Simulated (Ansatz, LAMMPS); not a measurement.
## Molecular dynamics of glassy 33Al2O3-67P2O5 (mol %) (57 atoms)

How do the atoms of glassy 33Al2O3-67P2O5 (mol %) (57 atoms) move, and what local order do they keep?

Main program and level: Ansatz 0.2.0; Kohn-Sham DFT, PBE, PAW (set soft_2), plane waves.

### Step 1. Starting point

The cell holds 57 atoms: 6 Al, 12 P and 39 O. Its edges and angles: a = 9.258 Å, b = 9.258 Å, c = 9.258 Å, α = 90.0°, β = 90.0°, γ = 90.0°. 57 atoms (6 Al, 12 P, 39 O) placed at random at 2.5 g/cm³, melted at 4000 K for 10 ps at fixed volume with the Morse and Coulomb pair potential with partial charges (Pedone, Malavasi, Menziani, Cormack and Segre, J. Phys. Chem. B 110, 11780 (2006)). Quenched from 4000 K to 300 K at 60 K/ps and fixed volume, held 10 ps at zero pressure.

Limits known from the start: The quench rate of 60 K/ps is many orders above laboratory rates, so the cell is likely richer in defects and strain than a real sample. The network of bonds at the start is that of the classical potential that made the cell. Sampling is at Γ alone, for a cell whose shortest periodic width is 9 Å.

### Step 2. Dynamics started at 900 K

Without a thermostat the total energy must stay constant, which tests forces and time step. The time step is 1.0 fs.

The input, input.yaml:

```yaml
crystal:
  lattice:
    - [9.2584, 0.0, 0.0]
    - [0.0, 9.2584, 0.0]
    - [0.0, 0.0, 9.2584]
  atoms:
    - { symbol: Al, position: [0.39835, 0.40067, 0.16784] }
    - { symbol: Al, position: [0.024, 0.75179, 0.173] }
    - { symbol: Al, position: [0.63479, 0.67704, 0.41655] }
    - { symbol: Al, position: [0.17798, 0.5343, 0.67646] }
    [... 47 atom lines left out ...]
    - { symbol: O, position: [0.26159, 0.38769, 0.60965] }
    - { symbol: O, position: [0.37452, 0.78875, 0.93435] }
    - { symbol: O, position: [0.74826, 0.43294, 0.75365] }
    - { symbol: O, position: [0.09395, 0.12198, 0.56246] }
    - { symbol: O, position: [0.105, 0.14517, 0.24808] }
    - { symbol: O, position: [0.26428, 0.9129, 0.48151] }
kpoints:
  mp_grid: { grid: [1, 1, 1] }
hamiltonian:
  xc: pbe
scf:
  occupations: { method: fermi_dirac, width: 0.078 }
output:
  forces: true
  stress: true
md:
  timestep: 1.0
  n_steps: 200
  ensemble: nve
  temperature: 900
  initial_velocities: maxwell_boltzmann
  seed: 8040
```

Launch:

```console
> ansatz run input.yaml --threads 4 --pin off --max-ram 8192MiB --backend cpu --events-out ev --progress --plain --runs-dir out
```

Elapsed: 8.9 min, on 4 threads of Arm Neoverse V1, shared host; peak memory 0.86 GiB.

The program notes that the SCF threshold is loose for the stress and it switched symmetry off.

The trajectory, sampled:

| time (fs) | T (K) | potential (meV/atom) | conserved (meV/atom) |
| --- | --- | --- | --- |
| 0.0 | 900 | 0.0 | 0.00 |
| 13.0 | 908 | -1.1 | -0.03 |
| 27.0 | 707 | 24.5 | 0.02 |
| 40.0 | 770 | 16.6 | 0.02 |
| 53.0 | 759 | 18.0 | 0.05 |
| 67.0 | 870 | 3.8 | 0.01 |
| 80.0 | 889 | 1.4 | 0.06 |
| 93.0 | 909 | -1.1 | 0.05 |
| 107.0 | 1054 | -19.6 | -0.01 |
| 120.0 | 996 | -12.2 | 0.02 |
| 133.0 | 891 | 1.2 | 0.09 |
| 147.0 | 1111 | -26.7 | 0.05 |
| 160.0 | 1143 | -30.9 | 0.03 |
| 173.0 | 1157 | -32.7 | 0.00 |
| 187.0 | 1043 | -18.2 | 0.00 |
| 200.0 | 1182 | -35.8 | -0.05 |

Mean square displacement from the first frame to the last: Al 0.32 Å², P 0.46 Å², O 0.59 Å².

Mean square displacement against time lag:

| time lag (fs) | Al (Å²) | O (Å²) | P (Å²) |
| --- | --- | --- | --- |
| 1.0 | 8.7e-5 | 1.4e-4 | 7.4e-5 |
| 5.0 | 0.00216 | 0.00351 | 0.00180 |
| 9.0 | 0.00680 | 0.0108 | 0.00550 |
| 13.0 | 0.0136 | 0.0211 | 0.0105 |
| 17.0 | 0.0218 | 0.0333 | 0.0163 |
| 21.0 | 0.0310 | 0.0466 | 0.0224 |
| 25.0 | 0.0404 | 0.0609 | 0.0286 |
| 29.0 | 0.0497 | 0.0759 | 0.0351 |
| 34.0 | 0.0607 | 0.0958 | 0.0436 |
| 38.0 | 0.0688 | 0.112 | 0.0506 |
| 42.0 | 0.0763 | 0.128 | 0.0577 |
| 46.0 | 0.0834 | 0.144 | 0.0650 |
| 50.0 | 0.0901 | 0.159 | 0.0728 |
| 54.0 | 0.0966 | 0.173 | 0.0812 |
| 58.0 | 0.103 | 0.187 | 0.0905 |
| 62.0 | 0.109 | 0.202 | 0.101 |
| 67.0 | 0.116 | 0.220 | 0.115 |
| 71.0 | 0.122 | 0.234 | 0.126 |
| 75.0 | 0.127 | 0.248 | 0.138 |
| 79.0 | 0.132 | 0.262 | 0.150 |
| 83.0 | 0.137 | 0.275 | 0.163 |
| 87.0 | 0.142 | 0.287 | 0.175 |
| 91.0 | 0.148 | 0.300 | 0.188 |
| 95.0 | 0.154 | 0.313 | 0.200 |
| 100.0 | 0.163 | 0.329 | 0.216 |

Over the second half of 200 fs the temperature averages 1056 K with swings of 80 K r.m.s. The conserved energy stays within 0.13 meV/atom. From first frame to last O has the largest mean square displacement, 0.59 Å² at the end; the farthest move is 1.53 Å. The mean temperature of 1056 K lies well off the 900 K of the input: without a thermostat, the energy that the start releases heats the cell. The count of bonds goes from 72 in the first frame to 75 in the last, by one set of cutoffs: 1 pairs passed out of them and 4 came within. The run spans 0.20 ps, too short for its means to be equilibrium values.

### Step 3. Distances and neighbours late in the run

The g(r) is a mean over the second half; what follows it is taken at the last frame.

Density 2.42 g/cm³, 13.92 Å³ an atom.

Mean of 14 frames. Pair distribution functions g(r), in bins of 0.2 Å:

| r (Å) | total | O-O | O-P | O-Al | P-P | P-Al | Al-Al |
| --- | --- | --- | --- | --- | --- | --- | --- |
| 1.40 | 0.81 | 0.00 | 2.81 | 0.00 | 0.00 | 0.00 | 0.00 |
| 1.60 | 2.97 | 0.00 | 9.74 | 1.08 | 0.00 | 0.00 | 0.00 |
| 1.80 | 1.23 | 0.00 | 0.58 | 7.43 | 0.00 | 0.00 | 0.00 |
| 2.00 | 0.34 | 0.00 | 0.10 | 2.17 | 0.00 | 0.00 | 0.00 |
| 2.20 | 0.06 | 0.09 | 0.01 | 0.10 | 0.00 | 0.00 | 0.00 |
| 2.40 | 0.95 | 1.99 | 0.02 | 0.08 | 0.00 | 0.00 | 0.00 |
| 2.60 | 1.58 | 3.33 | 0.06 | 0.06 | 0.09 | 0.00 | 0.00 |
| 2.80 | 0.75 | 1.29 | 0.21 | 0.02 | 1.07 | 0.66 | 0.00 |
| 3.00 | 0.78 | 0.93 | 0.34 | 0.20 | 1.37 | 3.52 | 0.00 |
| 3.20 | 0.86 | 0.62 | 0.67 | 0.44 | 1.55 | 5.46 | 0.00 |
| 3.40 | 0.76 | 0.69 | 0.80 | 0.70 | 0.24 | 2.07 | 0.00 |
| 3.60 | 0.85 | 0.72 | 1.09 | 1.27 | 0.14 | 0.29 | 0.00 |
| 3.80 | 0.96 | 0.62 | 1.48 | 1.44 | 0.52 | 0.11 | 0.00 |
| 4.00 | 1.16 | 0.64 | 1.79 | 2.00 | 0.59 | 0.46 | 0.38 |
| 4.20 | 1.08 | 0.78 | 1.32 | 1.86 | 0.86 | 0.30 | 1.77 |
| 4.40 | 1.01 | 0.95 | 1.06 | 1.23 | 0.68 | 0.43 | 2.98 |

Bonds by pair of elements; cutoffs follow the first minimum of g(r), held within bounds set by covalent radii, and pairs that aren't listed don't count as bonded:

| pair A-B | cutoff (Å) | bonds | mean length (Å) | spread (Å) | shortest (Å) | B about A | A about B |
| --- | --- | --- | --- | --- | --- | --- | --- |
| O-P | 2.11 | 48 | 1.57 | 0.076 | 1.41 | 1.23 | 4 |
| O-Al | 2.27 | 27 | 1.87 | 0.092 | 1.70 | 0.692 | 4.5 |

How many atoms have how many bonded neighbours:

| element | mean | 1 | 2 | 4 | 5 |
| --- | --- | --- | --- | --- | --- |
| Al | 4.5 | 0 | 0 | 3 | 3 |
| O | 1.92 | 3 | 36 | 0 | 0 |
| P | 4 | 0 | 0 | 12 | 0 |

Bond angles, per cent of each kind in bins of 5°:

| angle (°) | O-P-O | O-Al-O | Al-O-P |
| --- | --- | --- | --- |
| 65–70 | 0.0 | 2.1 | 0.0 |
| 70–75 | 0.0 | 0.0 | 0.0 |
| 75–80 | 0.0 | 0.0 | 0.0 |
| 80–85 | 0.0 | 8.3 | 0.0 |
| 85–90 | 0.0 | 8.3 | 0.0 |
| 90–95 | 4.2 | 6.2 | 0.0 |
| 95–100 | 11.1 | 16.7 | 0.0 |
| 100–105 | 18.1 | 14.6 | 0.0 |
| 105–110 | 26.4 | 8.3 | 3.7 |
| 110–115 | 15.3 | 10.4 | 3.7 |
| 115–120 | 11.1 | 8.3 | 3.7 |
| 120–125 | 11.1 | 2.1 | 3.7 |
| 125–130 | 2.8 | 2.1 | 14.8 |
| 130–135 | 0.0 | 2.1 | 11.1 |
| 135–140 | 0.0 | 0.0 | 11.1 |
| 140–145 | 0.0 | 4.2 | 22.2 |
| 145–150 | 0.0 | 0.0 | 7.4 |
| 150–155 | 0.0 | 0.0 | 3.7 |
| 155–160 | 0.0 | 2.1 | 7.4 |
| 160–165 | 0.0 | 2.1 | 3.7 |
| 165–170 | 0.0 | 2.1 | 3.7 |

Bond angles (no mean is given where the spread exceeds 20°):

| angle | count | mean (°) | spread (°) |
| --- | --- | --- | --- |
| O-P-O | 72 | 109 | 8.5 |
| O-Al-O | 48 | - | - |
| Al-O-P | 27 | 138 | 14.3 |
| P-O-P | 9 | 138 | 15.2 |

Oxygen atoms by the number of network formers (Si, P, Ge, B, Al, As, Ga) bound to them:

| network formers bound to O | O atoms | per cent |
| --- | --- | --- |
| 0 | 0 | 0 |
| 1 | 3 | 7.7 |
| 2 | 36 | 92.3 |

Network units: each former by its oxygen neighbours and how many of them bridge to another former:

| former | O neighbours | bridging O | atoms |
| --- | --- | --- | --- |
| P | 4 | 3 | 3 |
| P | 4 | 4 | 9 |
| Al | 4 | 4 | 3 |
| Al | 5 | 5 | 3 |

Bond length by coordination (bonds to H left out):

| element | coordination | atoms | mean bond length (Å) |
| --- | --- | --- | --- |
| Al | 4 | 3 | 1.82 |
| Al | 5 | 3 | 1.90 |
| O | 1 | 3 | 1.46 |
| O | 2 | 36 | 1.69 |

Rings of the network by King's shortest-path rule, up to 12 atoms, one path for each pair of neighbours; H, halogens, alkali and alkaline-earth atoms are left out, and the last column divides by all other atoms, bonded or not:

| ring size (atoms) | rings | per network atom |
| --- | --- | --- |
| 6 | 2 | 0.035 |
| 8 | 3 | 0.053 |
| 10 | 6 | 0.105 |
| 12 | 9 | 0.158 |

For some of the pairs, g(r) has its first main peak near 2.6 Å (O-O), 1.6 Å (O-P), 1.8 Å (O-Al) and 3.1 Å (P-Al). By these cutoffs 50 % of Al atoms have 4 and as many 5, 92 % of O atoms have 2 and all P atoms have 4 bonded neighbours. The O-P-O angle averages 109° with a spread of 8°. 92 % of the oxygens bridge two formers (P and Al) and 8 % are non-bridging. The commonest P unit has 4 oxygens, 4 of them shared with other formers (9 of 12 atoms). Rings of 12 atoms are the most common (45 % of those counted); sizes run from 6 to 12, where the search stops.

### Step 4. Single point at the last frame

The last frame is solved again with fuller output, to read the electronic structure of a thermally displaced geometry.

The input, input.yaml:

```yaml
crystal:
  lattice:
    - [9.2584, 0.0, 0.0]
    - [0.0, 9.2584, 0.0]
    - [0.0, 0.0, 9.2584]
  atoms:
    - { symbol: Al, position: [0.41595, 0.34794, 0.09705] }
    - { symbol: Al, position: [0.02472, 0.72396, 0.20302] }
    - { symbol: Al, position: [0.5857, 0.62864, 0.44459] }
    - { symbol: Al, position: [0.15025, 0.59881, 0.65397] }
    [... 47 atom lines left out ...]
    - { symbol: O, position: [0.17932, 0.4655, 0.48933] }
    - { symbol: O, position: [0.37233, 0.77942, 0.87421] }
    - { symbol: O, position: [0.77145, 0.44419, 0.81345] }
    - { symbol: O, position: [0.09785, 0.11453, 0.58806] }
    - { symbol: O, position: [0.0733, 0.14978, 0.17533] }
    - { symbol: O, position: [0.29591, 0.98039, 0.43885] }
kpoints:
  mp_grid: { grid: [1, 1, 1] }
hamiltonian:
  xc: pbe
scf:
  occupations: { method: fixed }
output:
  forces: true
  stress: true
  populations: true
  dos:
    method: { smearing: { sigma: 0.08 } }
    de: 0.1
    projected: { site_lists: { Al: [Al], O: [O], P: [P] } }
  eigenvalues: true
  write_density: true
  write_potential: true
  volumetric_format: npy
```

It took 6.9 s on 4 threads; peak memory 0.82 GiB; 25 s of CPU time.

The program notes that the exchange-correlation potential is rough where the density is thin.

Read from the output:

```
free energy                                      : -34452.4082 eV
free energy per atom                             : -604.4282 eV/atom
SCF cycles                                       : 9
pressure                                         : -1.967 GPa
r.m.s. force component                           : 1.243 eV/Å
longest force                                    : 4.967 eV/Å
Fermi energy                                     : 3.584 eV
gap (highest filled to lowest empty level) : 2.714 eV
spilling of the projection                       : 0.01615
```

Neighbours are counted within 2.11 Å (O-P), 2.27 Å (O-Al), the cutoffs taken from the dynamics.

Length of the force by element and coordination:

| element | coordination | atoms | mean length of the force (eV/Å) | spread | least | most |
| --- | --- | --- | --- | --- | --- | --- |
| Al | all | 6 | 1.62 | 0.640 | 0.531 | 2.38 |
| Al | 4 | 3 | 1.98 | 0.529 | 1.23 | 2.38 |
| Al | 5 | 3 | 1.26 | 0.536 | 0.531 | 1.79 |
| O | all | 39 | 1.66 | 0.719 | 0.587 | 3.97 |
| O | 1 | 3 | 2.54 | 1.01 | 1.70 | 3.97 |
| O | 2 | 36 | 1.59 | 0.636 | 0.587 | 3.24 |
| P | all | 12 | 2.94 | 1.10 | 1.35 | 4.97 |

Löwdin charges by element and coordination (they lack the spilled electrons, 0.088 e an atom on average):

| element | coordination | atoms | mean charge (e) | spread | least | most |
| --- | --- | --- | --- | --- | --- | --- |
| Al | all | 6 | 1.38 | 0.0297 | 1.34 | 1.42 |
| Al | 4 | 3 | 1.40 | 0.0207 | 1.37 | 1.42 |
| Al | 5 | 3 | 1.35 | 0.0081 | 1.34 | 1.36 |
| O | all | 39 | -0.753 | 0.0313 | -0.824 | -0.677 |
| O | 1 | 3 | -0.750 | 0.0304 | -0.792 | -0.721 |
| O | 2 | 36 | -0.753 | 0.0313 | -0.824 | -0.677 |
| P | all | 12 | 2.18 | 0.0426 | 2.09 | 2.23 |

States in the cell by windows of 1 eV, zero at the Fermi level; the larger projections on atomic orbitals stand beside the total:

| from (eV) | to (eV) | total | O p | P p | O s |
| --- | --- | --- | --- | --- | --- |
| -14 | -13 | 0.0 | 0.0 | 0.0 | 0.0 |
| -13 | -12 | 6.1 | 3.5 | 0.6 | 0.8 |
| -12 | -11 | 5.5 | 3.3 | 0.7 | 0.6 |
| -11 | -10 | 5.1 | 3.2 | 0.5 | 0.5 |
| -10 | -9 | 11.0 | 7.3 | 1.4 | 0.7 |
| -9 | -8 | 16.5 | 11.3 | 2.0 | 1.2 |
| -8 | -7 | 16.0 | 11.5 | 2.1 | 1.1 |
| -7 | -6 | 21.0 | 15.9 | 2.3 | 1.4 |
| -6 | -5 | 22.8 | 18.9 | 1.6 | 1.1 |
| -5 | -4 | 37.5 | 33.4 | 1.3 | 1.1 |
| -4 | -3 | 39.4 | 36.4 | 0.9 | 0.7 |
| -3 | -2 | 36.2 | 34.3 | 0.4 | 0.5 |
| -2 | -1 | 9.2 | 8.8 | 0.1 | 0.1 |
| -1 | 0 | 7.4 | 6.9 | 0.3 | 0.1 |
| 0 | 1 | 0.5 | 0.4 | 0.0 | 0.0 |
| 1 | 2 | 0.0 | 0.0 | 0.0 | 0.0 |
| 2 | 3 | 2.0 | 0.2 | 0.1 | 0.4 |
| 3 | 4 | 2.0 | 0.4 | 0.4 | 0.3 |
| 4 | 5 | 12.1 | 2.1 | 2.7 | 1.7 |

The curve was stored every 0.10 eV, coarse against its broadening of 0.08 eV, so these counts are rough.

With fixed occupations the program's Fermi level is the highest filled level; weight inside the gap is the broadening of levels at its edges.

Between -25 and -14 eV lie 78 more states.

The levels nearest the highest filled one (over half full), pooled over k-points and spins:

| level less the highest filled one (eV) | occupation |
| --- | --- |
| -1.78 | 2 |
| -1.45 | 2 |
| -0.864 | 2 |
| -0.811 | 2 |
| -0.481 | 2 |
| 0 | 2 |
| 2.71 | 0 |
| 3.77 | 0 |
| 4.25 | 0 |
| 4.39 | 0 |
| 4.60 | 0 |
| 4.84 | 0 |

Mean Löwdin charges: Al +1.38, O -0.75, P +2.18 e (they miss 1.6 % of the electrons, so they add up to more than the cell's charge).

Runs without a result: scf.eigensolver.kind = "davidson", scf.mixing.algorithm = "broyden", scf.mixing.beta = 0.05 and total_charge = -1 (refused).

1 further run on a deliberately doubtful input is not shown.

### Step 5. Summary of results

```
mean temperature, second half                                : 1056 K
temperature swing, second half                               : 79.79 K
mean pressure, second half                                   : 0.8056 GPa
slope of the conserved energy against time, by least squares : -0.0831 meV/atom/ps
free energy per atom                                         : -604.4282 eV/atom
pressure                                                     : -1.967 GPa
r.m.s. force component                                       : 1.243 eV/Å
gap (highest filled to lowest empty level)             : 2.714 eV
wall time of the 2 DFT runs                                  : 9.1 min
```

**Reading.** Over the second half of 200 fs the temperature averages 1056 K with swings of 80 K r.m.s. The conserved energy stays within 0.13 meV/atom. The mean temperature of 1056 K lies well off the 900 K of the input: without a thermostat, the energy that the start releases heats the cell. The count of bonds goes from 72 in the first frame to 75 in the last, by one set of cutoffs: 1 pairs passed out of them and 4 came within. The run spans 0.20 ps, too short for its means to be equilibrium values. Counting bonds as in the table, 50 % of Al atoms have 4 and as many 5, 92 % of O atoms have 2 and all P atoms have 4 bonded neighbours. 92 % of the oxygens bridge two formers (P and Al) and 8 % are non-bridging.

The highest filled and lowest empty levels differ by 2.71 eV (at Γ alone); a semilocal functional tends to put such gaps too low. In a disordered cell it changes from sample to sample, and tail or defect levels can set it.

What to keep in mind: The network of bonds at the start is that of the classical potential that made the cell; in DFT 1 of its 72 bonded pairs passed out of the cutoffs and 4 came within them. The stress is far from hydrostatic: its diagonal is -3.5, -2.0, -0.4 GPa, compression counted positive. The pressure of -2.0 GPa is that of one thermal frame at a volume set beforehand, without the kinetic term.

[Logs are printed without paths, hosts, clocks, repeated set-up lines and the standing remarks that a program may print on its own settings, such as how far it seeks lower states.]

[Hosts, paths, dates, database ids (printed as entryN), source tags and the programs' standing remarks are cut or masked in the printed files.]
